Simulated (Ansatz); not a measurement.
# BiN (model cell, started as CsCl type): a soft mode frozen in, part 3 of 3

Wanted: the energy along a soft mode of BiN (model cell, started as CsCl type) and the structure at the end.

Ansatz 0.2.0; DFT PBEsol, scalar-relativistic, plane waves, PAW.

So far. Step 4 (The mode frozen in, largest atomic shift 0.32 Å): The run ends at a pressure of 3.98 GPa, with forces up to 0.74 eV/Å. Step 5 (Energy along the mode, all amplitudes (two of the runs …): The lowest step is at 0.32 Å, 47.5 meV/atom below the parent, and the energy rises beyond it.

The structure was built from a prototype and need not be the compound's stable phase.

**6. Relaxing from the distorted cell (continued)**

The steps of the relaxation (22 of 44):

```
step  energy less that of the first step (eV)  largest force component (eV/Å)  pressure (GPa)  volume (Å³)
   1                                   0.0000                          0.7357            3.98       123.55
   3                                  -0.2313                          0.4294           -1.41       131.12
   5                                  -0.3766                          0.2351            0.51       135.49
   7                                  -0.5163                          0.1138            0.27       135.69
   9                                  -0.7805                          0.1481            0.34       135.12
  11                                  -1.0032                          0.0704           -0.38       132.28
  13                                  -1.0058                          0.0368           -0.37       132.50
  15                                  -1.0077                          0.0058            0.00       132.06
 17*                                  -1.4031                          0.0176            3.03       132.04
  19                                  -1.5564                          0.0229            2.51       132.80
  21                                  -1.7820                          0.0670            1.18       135.23
  24                                  -1.8357                          0.3475           -0.11       138.97
  26                                  -1.8632                          0.0154            0.17       138.40
  28                                  -1.8628                          0.0005            0.00       138.61
  30                                  -1.9795                          0.0177            0.43       139.65
  32                                  -1.9999                          0.0665            0.08       143.94
  34                                  -2.0016                          0.0211            0.07       144.26
  36                                  -2.0017                          0.0055           -0.02       144.31
 38*                                  -2.0230                          0.0007            0.07       144.31
  40                                  -2.0222                          0.0012            0.00       145.74
 42*                                  -2.0255                          0.0003            0.01       145.84
 44*                                  -2.0256                          0.0010            0.00       146.10
```

Relaxation steps marked * repeat the geometry before them on a plane-wave basis chosen anew for their cell, so energy and pressure can jump there. Other such steps can lie between the rows shown. Relaxation steps 2, 13, 15, 24, 26, 33 were tried and not accepted.

Forces are held to the 8 operations that the program found; a distortion that breaks them can't arise in this run.

```
     cell as run  before  after   change
           a (Å)   4.437  3.471  -21.8 %
           b (Å)   5.434  7.500  +38.0 %
           c (Å)   5.434  7.500  +38.0 %
           α (°)   70.53  48.45  -31.3 %
volume (Å³/atom)   15.44  18.26  +18.3 %
```

The atoms that moved most (Å, as changes of fractional coordinates times the final cell):

```
atom      dx      dy      dz  length
  N8   0.669   0.669   0.000   0.946
  N7  -0.669  -0.669   0.000   0.946
 Bi3  -0.116  -0.116  -0.038   0.168
 Bi4   0.116   0.116  -0.038   0.168
 Bi2   0.116   0.116   0.038   0.168
 Bi1  -0.116  -0.116   0.038   0.168
  N6   0.037   0.037   0.000   0.053
  N5  -0.037  -0.037   0.000   0.053
```

Final coordinates:

```xyz
8
Lattice="-2.4541 2.4541 0.0000 -4.8361 -4.8361 -3.0776 -4.8361 -4.8361 3.0776" Properties=species:S:1:pos:R:3 pbc="T T T"
Bi   -4.9518   -4.9518    0.0568
Bi   -3.5294   -1.0753    0.0568
Bi   -9.7878   -9.7878   -0.0568
Bi   -8.3655   -5.9114   -0.0568
N    -5.7518   -3.2977    1.5388
N    -2.7294   -2.7294    1.5388
N    -7.0810   -4.6269   -1.5388
N    -1.4002   -1.4002   -1.5388
```

This step gave:

- pressure: -0.003125 GPa
- volume per atom: 18.26 Å³

The distorted start has space group Cmcm; the relaxation ends in Cmcm.

**7. The new phase in its own primitive cell**

The relaxed structure is symmetrised, reduced to its primitive cell and relaxed tightly, as its phonons need.

The input, input.yaml:

```yaml
crystal:
  lattice:
    - [3.0776108702, -6.8392486093, 0.0]
    - [3.0776108702, 6.8392486093, 0.0]
    - [0.0, 0.0, 3.4705858183]
  atoms:
    - { symbol: Bi, position: [0.8777353737, 0.6038137118, 0.25] }
    - { symbol: Bi, position: [0.6038137118, 0.8777353737, 0.75] }
    - { symbol: Bi, position: [0.3961862882, 0.1222646263, 0.25] }
    - { symbol: Bi, position: [0.1222646263, 0.3961862882, 0.75] }
    - { symbol: "N", position: [0.5928088742, 0.4071911258, 0.75] }
    - { symbol: "N", position: [0.4071911258, 0.5928088742, 0.25] }
    - { symbol: "N", position: [0.2302350849, 0.7697649151, 0.75] }
    - { symbol: "N", position: [0.7697649151, 0.2302350849, 0.25] }
kpoints:
  mp_grid: { grid: [6, 6, 10] }
hamiltonian:
  xc: pbesol
scf:
  occupations: { method: methfessel_paxton, width: 0.2 }
output:
  forces: true
  stress: true
  eigenvalues: true
relax:
  adjacent_minimum: "off"
  f_tol: 0.001
  max_steps: 60
  cell: { stress_tol: 0.01 }
```

Command:

```bash
> ansatz run input.yaml --threads 4 --pin off --max-ram 7168MiB --backend cpu --events-out ev --progress --plain --runs-dir out
```

Output:

```text
[...]
Crystal: 8 atoms, lattice volume = 146.102 Å³
Basis set: ecut = 420 eV, 2867 PW (Γ), exchange–correlation on 108×108×48 points (8 copies of the dense FFT grid, shifted against one another)
Bands: 48, of which v1, the nominal top of the filled ones, is band 40 counted from 1 (39 counted from 0)
Symmetry: 8 space group operations
[...]
k-points: 78 of 360
[...]
atoms:
    - { symbol: Bi, position: [0.877805, 0.603674, 0.250000] }
    - { symbol: Bi, position: [0.603674, 0.877805, 0.75] }
    - { symbol: Bi, position: [0.396326, 0.122195, 0.250000] }
    - { symbol: Bi, position: [0.122195, 0.396326, 0.75] }
    - { symbol: N, position: [0.592931, 0.407069, 0.75] }
    - { symbol: N, position: [0.407069, 0.592931, 0.250000] }
    - { symbol: N, position: [0.230312, 0.769688, 0.75] }
    - { symbol: N, position: [0.769688, 0.230312, 0.250000] }
[key lines of the parts left out:]
SCF converged after 8 iterations
Free energy (F): -50474.456416 eV
Fermi energy:    11.640954 eV
P = ⅓ Tr σ = -0.0015 GPa (-0.015 kbar)
```

The job ended after 68 s (4 threads of Arm Neoverse V2, shared host; peak memory 0.77 GiB; 4.5 min of CPU time).

Little changed from the start: no atom moved by 0.005 Å and no cell edge by 0.1 %.

Read from the output:

```
pressure        : -0.001465 GPa
volume per atom : 18.28 Å³
```

The largest force component left is 0.64 meV/Å and the pressure is -0.001 GPa, within the tolerances set. The cell now holds 18.28 Å³/atom.

**8. The phases reached**

The phases reached along the modes that were followed are set side by side.

Energies are those of the first relaxation, on the mesh of the frozen mode; space group, volume and gap are those of the last relaxation. Phases, by row:

```
                   mode frozen in  space group  energy from parent (meV/atom)  volume (Å³/atom)  gap on mesh (eV)  lowest zone-centre optical mode (cm⁻¹)  largest shift (Å)
                           parent        Pm-3m                              0             15.44                 0                                       –                  –
   q = (0, -0.5, -0.5), 256i cm⁻¹         Pmma                         -161.4             20.43                 0                                   -60.6              0.629
   q = (0, -0.5, -0.5), 256i cm⁻¹         Cmmm                         -46.54             16.14                 0                                  -226.2              0.307
   q = (0, -0.5, -0.5), 256i cm⁻¹         Pmma                         -161.4             20.43                 0                                   -60.6              0.629
q = (0.25, 0.25, -0.5), 255i cm⁻¹         Cmcm                         -300.7             18.28                 0                                       –              1.439
```

**9. Outcome**

| Item | Value |
| --- | --- |
| unstable mode of the parent | q = (0.25, 0.25, -0.5), 254i cm⁻¹ |
| depth at the lowest point sampled | 47.5 meV/atom |
| largest atomic shift at that point | 0.32 Å |
| space group reached | Cmcm |
| energy gained over the parent (first relaxation, on the mesh of the frozen mode) | 301 meV/atom |
| volume per atom, phase reached | 18.3 Å³ |

Along this mode the structure falls into Cmcm, 301 meV/atom below the parent. At the parent's cell the well is 47.54 meV/atom deep on the steps tried, with its lowest point at a shift of 0.32 Å. Relaxing atoms and cell changes the gain by +253.17 meV/atom against the lowest step (energies at zero smearing). Most of the total comes from this relaxation. The modes of the phase reached were not computed. Of the 4 patterns followed from this parent, this one reaches the lowest energy. Each path keeps the symmetry of its pattern, so a lower phase may lie along a pattern not tried. With no gap, or one that is small against the smearing, the frequencies hang on the k mesh and the smearing, most of all near Kohn anomalies. The volume moved by more than a tenth on the k mesh of the start, so the energy gain is rough. Spin-orbit coupling is left out, which can matter for the heavy elements here. A phonon run warned that its eigensolver left some bands unconverged in a pass. The starting cell was built on a prototype and not taken from a measurement, so the phase need not exist.

[Long decimals in the printed logs are rounded to 6 places.]

[Logs are printed without paths, hosts, clocks, repeated set-up lines and the standing remarks that a program may print on its own settings, such as how far it seeks lower states.]

[Hosts, paths, dates, database ids (printed as entryN), source tags and the programs' standing remarks are cut or masked in the printed files.]

[Where the starting crystal was built by hand or by swapping elements, it need not be the compound's stable phase.]
